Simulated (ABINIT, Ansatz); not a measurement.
## BaHCl (P4/nmm): one start, several treatments of the self-energy

Aim: compare treatments of exchange, screening and correlation for the gap of BaHCl (P4/nmm).

Calculated with ABINIT 10.8.3; LDA and many-body steps on it, plane waves.

## (1) The structure

It takes space group P4/nmm (No. 129, tetragonal). The conventional cell has a = 4.408 Å, b = 4.408 Å, c = 7.202 Å, α = 90.00°, β = 90.00°, γ = 90.00°. Ba has 4 H at 2.69 Å and 6 Cl at 3.13 to 4.07 Å nearest. Nearest to H lie 4 Ba at 2.69 Å. Nearest to Cl lie 6 Ba at 3.13 to 4.07 Å and 4 H at 3.35 Å. Farther neighbours and most contacts between anions are not listed.

Coordinates:

```cif
data_structure
_symmetry_space_group_name_H-M 'P4/nmm:1'
_symmetry_Int_Tables_number 129
_cell_length_a 4.4080
_cell_length_b 4.4080
_cell_length_c 7.2020
_cell_angle_alpha 90.000
_cell_angle_beta 90.000
_cell_angle_gamma 90.000
_cell_volume 139.94
loop_
_atom_site_label
_atom_site_type_symbol
_atom_site_symmetry_multiplicity
_atom_site_Wyckoff_symbol
_atom_site_fract_x
_atom_site_fract_y
_atom_site_fract_z
_atom_site_occupancy
Ba1 Ba 2 c 0.00000 0.50000 0.21500 1
H1 H 2 a 0.00000 0.00000 0.00000 1
Cl1 Cl 2 c 0.00000 0.50000 0.65000 1
```

The cell and positions come from the Crystallography Open Database and are kept as given unless a step says otherwise. Spin-orbit coupling is left out unless a step names it.

## (2) Empty states on the mesh, 4×4×2 mesh, 424 bands

This step: ABINIT 10.8.3; DFT, LDA, plane waves, norm-conserving pseudopotentials.

The sums over transitions need many empty states on a uniform mesh; this step solves for them.

Contents of run.abi:

```
acell 3*1.0 Angstrom
rprim 
  4.408000000000 0.000000000000 0.000000000000
  0.000000000000 4.408000000000 0.000000000000
  0.000000000000 0.000000000000 7.202000000000
ntypat 3
znucl 56 1 17
natom 6
typat 1 1 2 2 3 3
xred 
  0.000000000000 0.500000000000 0.215000000000
  0.500000000000 0.000000000000 0.785000000000
  0.000000000000 0.000000000000 0.000000000000
  0.500000000000 0.500000000000 0.000000000000
  0.000000000000 0.500000000000 0.650000000000
  0.500000000000 0.000000000000 0.350000000000
pp_dirpath "pseudos"
pseudos "Ba.upf, H.upf, Cl.upf"
ecut 31
ngkpt 4 4 2
nshiftk 1
shiftk 0 0 0
kptopt 1
chksymbreak 0
iscf -2
irdden 1
istwfk *1
nband 424
nbdbuf 38
tolwfr 1e-09
nstep 60
prtvol 0
indata_prefix "in"
outdata_prefix "out"
tmpdata_prefix "tmp"
```

Started as:

```
> OMP_NUM_THREADS=1 mpirun -n 4 abinit run.abi > log
```

Numbers of over 12 decimals in the logs are rounded to 6 here.

Output:

```text
.Version 10.8.3 of ABINIT. v10.8.2 released Aug 2026.

 Symmetries : space group P4/n m m (#129); Bravais tP (primitive tetrag.)
[... echo of the input left out ...]
== DATASET  1 ==================================================================
-   mpi_nproc: 4, omp_nthreads: 1 (-1 if OMP is not activated)

--- !DatasetInfo
iteration_state: {dtset: 1, }
dimensions: {natom: 6, nkpt: 12, mband: 424, nsppol: 1, nspinor: 1, nspden: 1, mpw: 7826, }
cutoff_energies: {ecut:  31.0, pawecutdg:  -1.0, }
[...]
4.01938    4.02366    4.02366    4.04162    4.05751    4.06342    4.07229    4.07444
   4.07449    4.08548    4.09447    4.09526    4.10287    4.10423    4.11748    4.12900
 prteigrs : prtvol=0 or 1, do not print more k-points.

== END DATASET(S) ==============================================================
================================================================================

 -outvars: echo values of variables after computation  --------
            nband         424
             nkpt          12
          spgroup         129
 [... the other variables as echoed above ...]

 Calculation completed.
```

It took 18 min on 4 MPI ranks of Intel Xeon 6975P-C (Granite Rapids), shared host; peak memory 0.99 GiB; 65 min of CPU time.

This step gave:

```
gap                                                           : 3.002 eV
k of the valence top                                          : 0, 0, 0.5
k of the conduction bottom                                    : 0, 0, 0.5
least direct gap                                              : 3.002 eV
k points computed                                             : 12
lowest point of the top converged band, above the valence top : 101.5251 eV
```

On this mesh the gap is 3.002 eV.

The density comes from a self-consistent run that is not shown.

## (3) Screening, 4×4×2 mesh, 168 bands, screening to 141.5 eV

The RPA dielectric matrix is built and inverted for each q.

This step: RPA screening on LDA, plane waves, norm-conserving pseudopotentials.

Changes to run.abi since step 2:

```diff
@@ -24,10 +24,11 @@
 chksymbreak 0
-iscf -2
-irdden 1
 istwfk *1
-nband 424
-nbdbuf 38
-tolwfr 1e-09
-nstep 60
-prtvol 0
+occopt 1
+irdwfk 1
+optdriver 3
+nband 168
+ecuteps 5.2
+inclvkb 2
+awtr 1
+symchi 1
 indata_prefix "in"
```

Output:

```text
.Version 10.8.3 of ABINIT. v10.8.2 released Aug 2026.

 Symmetries : space group P4/n m m (#129); Bravais tP (primitive tetrag.)
[... echo of the input left out ...]
== DATASET  1 ==================================================================
-   mpi_nproc: 4, omp_nthreads: 1 (-1 if OMP is not activated)

--- !DatasetInfo
iteration_state: {dtset: 1, }
dimensions: {natom: 6, nkpt: 12, mband: 168, nsppol: 1, nspinor: 1, nspden: 1, mpw: 7826, }
cutoff_energies: {ecut:  31.0, pawecutdg:  -1.0, }
electrons: {nelect:   3.60000000E+01, charge:   0.00000000E+00, occopt:   1.00000000E+00, tsmear:   1.00000000E-02, }

 SCREENING: Calculation of the susceptibility and dielectric matrices

 Based on a program developped by R.W. Godby, V. Olevano, G. Onida, and L. Reining.
 Incorporated in ABINIT by V. Olevano, G.-M. Rignanese, and M. Torrent.
.Using double precision arithmetic ; gwpc =  8

[... cell and pseudopotentials left out ...]
--------------------------------------------------------------------------------

 ==== K-mesh for the wavefunctions ====
 Number of points in the irreducible wedge :    12
[... list of points left out ...]
 Together with 16 symmetry operations and time-reversal symmetry
 yields    32 points in the full Brillouin Zone.

 ==== Q-mesh for the screening function ====
 Number of points in the irreducible wedge :    12
[... list of points left out ...]
 Together with 16 symmetry operations and time-reversal symmetry
 yields    32 points in the full Brillouin Zone.

 setmesh: FFT mesh size selected  =    30x   30x   48
          total number of points  =        43200

 vcoul_init : cutoff-mode = AUXILIARY_FUNCTION
 q-points for optical limit:   1
     1)      0.000010    0.000020    0.000030

- screening: taking advantage of time-reversal symmetry
- Maximum band index for partially occupied states nbvw = 18
- Remaining bands to be divided among processors   nbcw = 150
- Number of bands treated by each node ~37

 Number of electrons calculated from density =   36.0000; Expected =   36.0000
 average of density, n =  0.038121
 r_s =    1.8432
 omega_plasma =   18.8339 [eV]

 calculating chi0 at frequencies [eV] :
  1    0.000000E+00    0.000000E+00
  2    0.000000E+00    1.883391E+01

--------------------------------------------------------------------------------
  q-point number  1        q = ( 0.000000, 0.000000, 0.000000) [r.l.u.]
--------------------------------------------------------------------------------
[... chi0 elements left out ...]
 For q-point:  0.000010 0.000020 0.000030
  dielectric constant =   3.5912
  dielectric constant without local fields =   4.1595

  Average fulfillment of the sum rule on Im[epsilon] for q-point    1 :     81.06  [%]
[... wings left out ...]
  q-point number  2        q = ( 0.250000, 0.000000, 0.000000) [r.l.u.]
--------------------------------------------------------------------------------
[... chi0 elements left out ...]
  Average fulfillment of the sum rule on Im[epsilon] for q-point    2 :     88.08  [%]

 [... 10 further q-points ...]
```

It took 4.2 min on 4 MPI ranks; peak memory 2.6 GiB; 15 min of CPU time.

Numbers from this step:

* ε∞ with local fields, on this mesh, along the program's q direction: 3.591
* the same without local fields: 4.160
* plasma frequency: 18.83 eV
* plane waves in the screening matrix: 513

Local fields lower ε∞ by 14 %. On a Γ-centred mesh this coarse the value itself is usually too large, while a short band sum pulls it down.

## (4) G0W0, Godby-Needs plasmon pole

The self-energy is evaluated for the states that the input lists, and the levels follow from it, in one-shot runs by the linearised quasiparticle equation.

This step: G0W0 on LDA, plane waves, norm-conserving pseudopotentials.

Changes to run.abi since step 3:

```diff
@@ -27,8 +27,17 @@
 irdwfk 1
-optdriver 3
+optdriver 4
 nband 168
+gwcalctyp 0
+ecutsigx 31
+symsigma 1
+nkptgw 2
+kptgw 
+  0.0000000000 0.0000000000 0.5000000000
+  0.0000000000 0.0000000000 0.0000000000
+bdgw 
+  17 20
+  17 20
 ecuteps 5.2
-inclvkb 2
-awtr 1
-symchi 1
+irdscr 1
+ppmodel 1
 indata_prefix "in"
```

Output:

```text
.Version 10.8.3 of ABINIT. v10.8.2 released Aug 2026.

 Symmetries : space group P4/n m m (#129); Bravais tP (primitive tetrag.)
[... echo of the input left out ...]
== DATASET  1 ==================================================================
-   mpi_nproc: 4, omp_nthreads: 1 (-1 if OMP is not activated)

--- !DatasetInfo
iteration_state: {dtset: 1, }
dimensions: {natom: 6, nkpt: 12, mband: 168, nsppol: 1, nspinor: 1, nspden: 1, mpw: 7826, }
cutoff_energies: {ecut:  31.0, pawecutdg:  -1.0, }
electrons: {nelect:   3.60000000E+01, charge:   0.00000000E+00, occopt:   1.00000000E+00, tsmear:   1.00000000E-02, }

 SIGMA: Calculation of the GW corrections

 Based on a program developped by R.W. Godby, V. Olevano, G. Onida, and L. Reining.
 Incorporated in ABINIT by V. Olevano, G.-M. Rignanese, and M. Torrent.
.Using double precision arithmetic ; gwpc =  8

[... cell and pseudopotentials left out ...]
--------------------------------------------------------------------------------

 ==== K-mesh for the wavefunctions ====
 Number of points in the irreducible wedge :    12
[... list of points left out ...]
 Together with 16 symmetry operations and time-reversal symmetry
 yields    32 points in the full Brillouin Zone.

 ==== Q-mesh for screening function ====
 Number of points in the irreducible wedge :    12
[... list of points left out ...]
 Together with 16 symmetry operations and time-reversal symmetry
 yields    32 points in the full Brillouin Zone.

 vcoul_init : cutoff-mode = AUXILIARY_FUNCTION
 q-points for optical limit:   1
     1)      0.000010    0.000020    0.000030
 setmesh: FFT mesh size selected  =    48x   48x   75
          total number of points  =       172800

 Number of electrons calculated from density =   36.0000; Expected =   36.0000
 average of density, n =  0.038121
 r_s =    1.8432
 omega_plasma =   18.8339 [eV]

 === KS Band Gaps ===
  >>>> For spin  1
   Minimum direct gap =   3.0017 [eV], located at k-point      :   0.0000  0.0000  0.5000
   Fundamental gap    =   3.0017 [eV], Top of valence bands at :   0.0000  0.0000  0.5000
                                       Bottom of conduction at :   0.0000  0.0000  0.5000
 SIGMA fundamental parameters:
 PLASMON POLE MODEL  1
 number of plane-waves for SigmaX                 7727
 number of plane-waves for SigmaC and W            513
 number of plane-waves for wavefunctions          7727
 number of bands                                   168
 number of independent spin polarizations            1
 number of spinorial components                      1
 number of k-points in IBZ                          12
 number of q-points in IBZ                          12
 number of symmetry operations                      16
 number of k-points in BZ                           32
 number of q-points in BZ                           32
 number of frequencies for dSigma/dE                 9
 frequency step for dSigma/dE [eV]                0.25
 number of omega for Sigma on real axis              0
 max omega for Sigma on real axis  [eV]           0.00
 zcut for avoiding poles [eV]                     0.10

 EPSILON^-1 parameters (SCR file):
 dimension of the eps^-1 matrix on file            513
 dimension of the eps^-1 matrix used               513
 number of plane-waves for wavefunctions          7727
 number of bands                                   168
 number of q-points in IBZ                          12
 number of frequencies                               2
 number of real frequencies                          1
 number of imag frequencies                          1

 matrix elements of self-energy operator (all in [eV])

 Perturbative Calculation

--- !SelfEnergy_ee
iteration_state: {dtset: 1, }
kpoint     : [   0.000,    0.000,    0.500, ]
spin       : 1
KS_gap     :    3.002
QP_gap     :    5.184
Delta_QP_KS:    2.182
data: !SigmaeeData |
     Band     E0 <VxcDFT>   SigX SigC(E0)      Z dSigC/dE  Sig(E)    E-E0       E
       17   2.614 -10.240 -13.237   1.667   0.789  -0.267 -11.289  -1.049   1.565
       18   2.866 -12.342 -15.919   2.091   0.790  -0.266 -13.516  -1.174   1.692
       19   5.867  -8.712  -4.270  -3.241   0.839  -0.191  -7.705   1.008   6.875
       20   6.779  -8.989  -4.335  -3.448   0.837  -0.195  -7.980   1.008   7.787

--- !SelfEnergy_ee
iteration_state: {dtset: 1, }
kpoint     : [   0.000,    0.000,    0.000, ]
spin       : 1
KS_gap     :    3.905
QP_gap     :    6.015
Delta_QP_KS:    2.110
data: !SigmaeeData |
     Band     E0 <VxcDFT>   SigX SigC(E0)      Z dSigC/dE  Sig(E)    E-E0       E
       17   1.942 -10.572 -14.058   2.033   0.786  -0.273 -11.713  -1.141   0.801
       18   2.571 -10.173 -13.089   1.618   0.790  -0.266 -11.198  -1.025   1.546
       19   6.476  -9.161  -4.489  -3.377   0.838  -0.194  -8.076   1.085   7.561
       20   7.056  -9.871  -5.041  -3.524   0.830  -0.204  -8.786   1.084   8.140

== END DATASET(S) ==============================================================
================================================================================

 -outvars: echo values of variables after computation  --------
           etotal      0.0000000000E+00
            nband         168
             nkpt          12
          spgroup         129
 [... the other variables as echoed above ...]

 Calculation completed.
```

Run time: 53 s. Hardware: 4 MPI ranks; peak memory 2.8 GiB.

This step gave:

```yaml
g0w0_gap_on_the_points_computed: 5.183 eV
starting_gap_on_the_mesh: 3.002 eV
k_of_the_valence_top: 0, 0, 0.5
k_of_the_conduction_bottom: 0, 0, 0.5
z_at_the_valence_top: 0.79
z_at_the_conduction_bottom: 0.839
least_direct_g0w0_gap_on_the_computed_points: 5.183 eV
```

The gap on the mesh goes from 3.00 eV to 5.18 eV, a correction of +2.18 eV.

## (5) G0W0, von der Linden-Horsch plasmon pole

Changes to run.abi since step 4:

```diff
@@ -41,3 +41,3 @@
 irdscr 1
-ppmodel 1
+ppmodel 3
 indata_prefix "in"
```

Output:

```text
.Version 10.8.3 of ABINIT. v10.8.2 released Aug 2026.

 Symmetries : space group P4/n m m (#129); Bravais tP (primitive tetrag.)
[... echo of the input left out ...]
== DATASET  1 ==================================================================
-   mpi_nproc: 4, omp_nthreads: 1 (-1 if OMP is not activated)

--- !DatasetInfo
iteration_state: {dtset: 1, }
dimensions: {natom: 6, nkpt: 12, mband: 168, nsppol: 1, nspinor: 1, nspden: 1, mpw: 7826, }
cutoff_energies: {ecut:  31.0, pawecutdg:  -1.0, }
electrons: {nelect:   3.60000000E+01, charge:   0.00000000E+00, occopt:   1.00000000E+00, tsmear:   1.00000000E-02, }

 SIGMA: Calculation of the GW corrections

 Based on a program developped by R.W. Godby, V. Olevano, G. Onida, and L. Reining.
 Incorporated in ABINIT by V. Olevano, G.-M. Rignanese, and M. Torrent.
.Using double precision arithmetic ; gwpc =  8

[... cell and pseudopotentials left out ...]
--------------------------------------------------------------------------------

 ==== K-mesh for the wavefunctions ====
 Number of points in the irreducible wedge :    12
[... list of points left out ...]
 Together with 16 symmetry operations and time-reversal symmetry
 yields    32 points in the full Brillouin Zone.

 ==== Q-mesh for screening function ====
 Number of points in the irreducible wedge :    12
[... list of points left out ...]
 Together with 16 symmetry operations and time-reversal symmetry
 yields    32 points in the full Brillouin Zone.

 vcoul_init : cutoff-mode = AUXILIARY_FUNCTION
 q-points for optical limit:   1
     1)      0.000010    0.000020    0.000030
 setmesh: FFT mesh size selected  =    48x   48x   75
          total number of points  =       172800

 Number of electrons calculated from density =   36.0000; Expected =   36.0000
[...]
number of omega for Sigma on real axis              0
 max omega for Sigma on real axis  [eV]           0.00
 zcut for avoiding poles [eV]                     0.10

 EPSILON^-1 parameters (SCR file):
 dimension of the eps^-1 matrix on file            513
 dimension of the eps^-1 matrix used               513
 number of plane-waves for wavefunctions          7727
 number of bands                                   168
 number of q-points in IBZ                          12
 number of frequencies                               2
 number of real frequencies                          1
 number of imag frequencies                          1

 matrix elements of self-energy operator (all in [eV])

 Perturbative Calculation

--- !SelfEnergy_ee
iteration_state: {dtset: 1, }
kpoint     : [   0.000,    0.000,    0.500, ]
spin       : 1
KS_gap     :    3.002
QP_gap     :    5.286
Delta_QP_KS:    2.285
data: !SigmaeeData |
     Band     E0 <VxcDFT>   SigX SigC(E0)      Z dSigC/dE  Sig(E)    E-E0       E
       17   2.614 -10.240 -13.237   1.241   0.849  -0.178 -11.731  -1.491   1.123
       18   2.866 -12.342 -15.919   1.785   0.843  -0.186 -13.853  -1.512   1.354
       19   5.867  -8.712  -4.270  -3.562   0.878  -0.139  -7.939   0.773   6.640
[...]
--- !SelfEnergy_ee
iteration_state: {dtset: 1, }
kpoint     : [   0.000,    0.000,    0.000, ]
spin       : 1
KS_gap     :    3.905
QP_gap     :    6.231
Delta_QP_KS:    2.326
data: !SigmaeeData |
     Band     E0 <VxcDFT>   SigX SigC(E0)      Z dSigC/dE  Sig(E)    E-E0       E
[...]
19   6.476  -9.161  -4.489  -3.689   0.876  -0.142  -8.300   0.861   7.337
       20   7.056  -9.871  -5.041  -3.791   0.870  -0.149  -8.967   0.904   7.960

== END DATASET(S) ==============================================================
================================================================================

 -outvars: echo values of variables after computation  --------
           etotal      0.0000000000E+00
            nband         168
             nkpt          12
          spgroup         129
 [... the other variables as echoed above ...]

 Calculation completed.
```

Elapsed: 36 s, on 4 MPI ranks; peak memory 2.4 GiB; 2.1 min of CPU time.

Numbers from this step:

```yaml
g0w0_gap_on_the_points_computed: 5.286 eV
starting_gap_on_the_mesh: 3.002 eV
k_of_the_valence_top: 0, 0, 0.5
k_of_the_conduction_bottom: 0, 0, 0.5
z_at_the_valence_top: 0.843
z_at_the_conduction_bottom: 0.878
least_direct_g0w0_gap_on_the_computed_points: 5.286 eV
```

Against G0W0 in ABINIT (4×4×2 mesh, 168 bands, screening to 141.5 eV, Godby-Needs plasmon pole), the gap moves by +0.103 eV.

## (6) G0W0, Hybertsen-Louie plasmon pole

Changes to run.abi since step 5:

```diff
@@ -41,3 +41,3 @@
 irdscr 1
-ppmodel 3
+ppmodel 2
 indata_prefix "in"
```

Output:

```text
.Version 10.8.3 of ABINIT. v10.8.2 released Aug 2026.

 Symmetries : space group P4/n m m (#129); Bravais tP (primitive tetrag.)
[... echo of the input left out ...]
== DATASET  1 ==================================================================
-   mpi_nproc: 4, omp_nthreads: 1 (-1 if OMP is not activated)

--- !DatasetInfo
iteration_state: {dtset: 1, }
dimensions: {natom: 6, nkpt: 12, mband: 168, nsppol: 1, nspinor: 1, nspden: 1, mpw: 7826, }
cutoff_energies: {ecut:  31.0, pawecutdg:  -1.0, }
[...]
Band     E0 <VxcDFT>   SigX SigC(E0)      Z dSigC/dE  Sig(E)    E-E0       E
[...]
19   6.476  -9.161  -4.489  -3.571   0.859  -0.164  -8.214   0.946   7.423
       20   7.056  -9.871  -5.041  -3.679   0.855  -0.169  -8.886   0.984   8.041

== END DATASET(S) ==============================================================
================================================================================

 -outvars: echo values of variables after computation  --------
           etotal      0.0000000000E+00
            nband         168
             nkpt          12
          spgroup         129
 [... the other variables as echoed above ...]

 Calculation completed.
```

The job ended after 58 s (4 MPI ranks; peak memory 2.6 GiB; 3.4 min of CPU time).

Numbers from this step:

```
G0W0 gap on the points computed              : 5.288 eV
starting gap on the mesh                     : 3.002 eV
k of the valence top                         : 0, 0, 0.5
k of the conduction bottom                   : 0, 0, 0.5
least direct G0W0 gap on the computed points : 5.288 eV
```

Against G0W0 in ABINIT (4×4×2 mesh, 168 bands, screening to 141.5 eV, Godby-Needs plasmon pole), the gap moves by +0.105 eV.

[end of part 1 of 2]

[Paths, hosts, dates, memory and timing lines, banners, echoed tables and standing remarks are left out of the program output.]

[Logs are printed without paths, hosts, clocks, repeated set-up lines and the standing remarks that a program may print on its own settings, such as how far it seeks lower states.]

[Runs of the session that timed out or met a known fault of the program may be left out.]

[No measured gap is set beside runs whose start may be inverted or whose files or cutoffs have a known fault.]

[Hosts, paths, dates, database ids (printed as entryN), source tags and the programs' standing remarks are cut or masked in the printed files.]

[G0W0 gaps are taken among the corrected bands and points alone; a level outside them can change the order at an edge.]

[Where Ansatz stands beside ABINIT at settings called matched, ABINIT's density can come from a denser mesh and the files from another edition; pairs whose starting gaps differed by over 0.03 eV were left out, so agreement reads better than it is.]
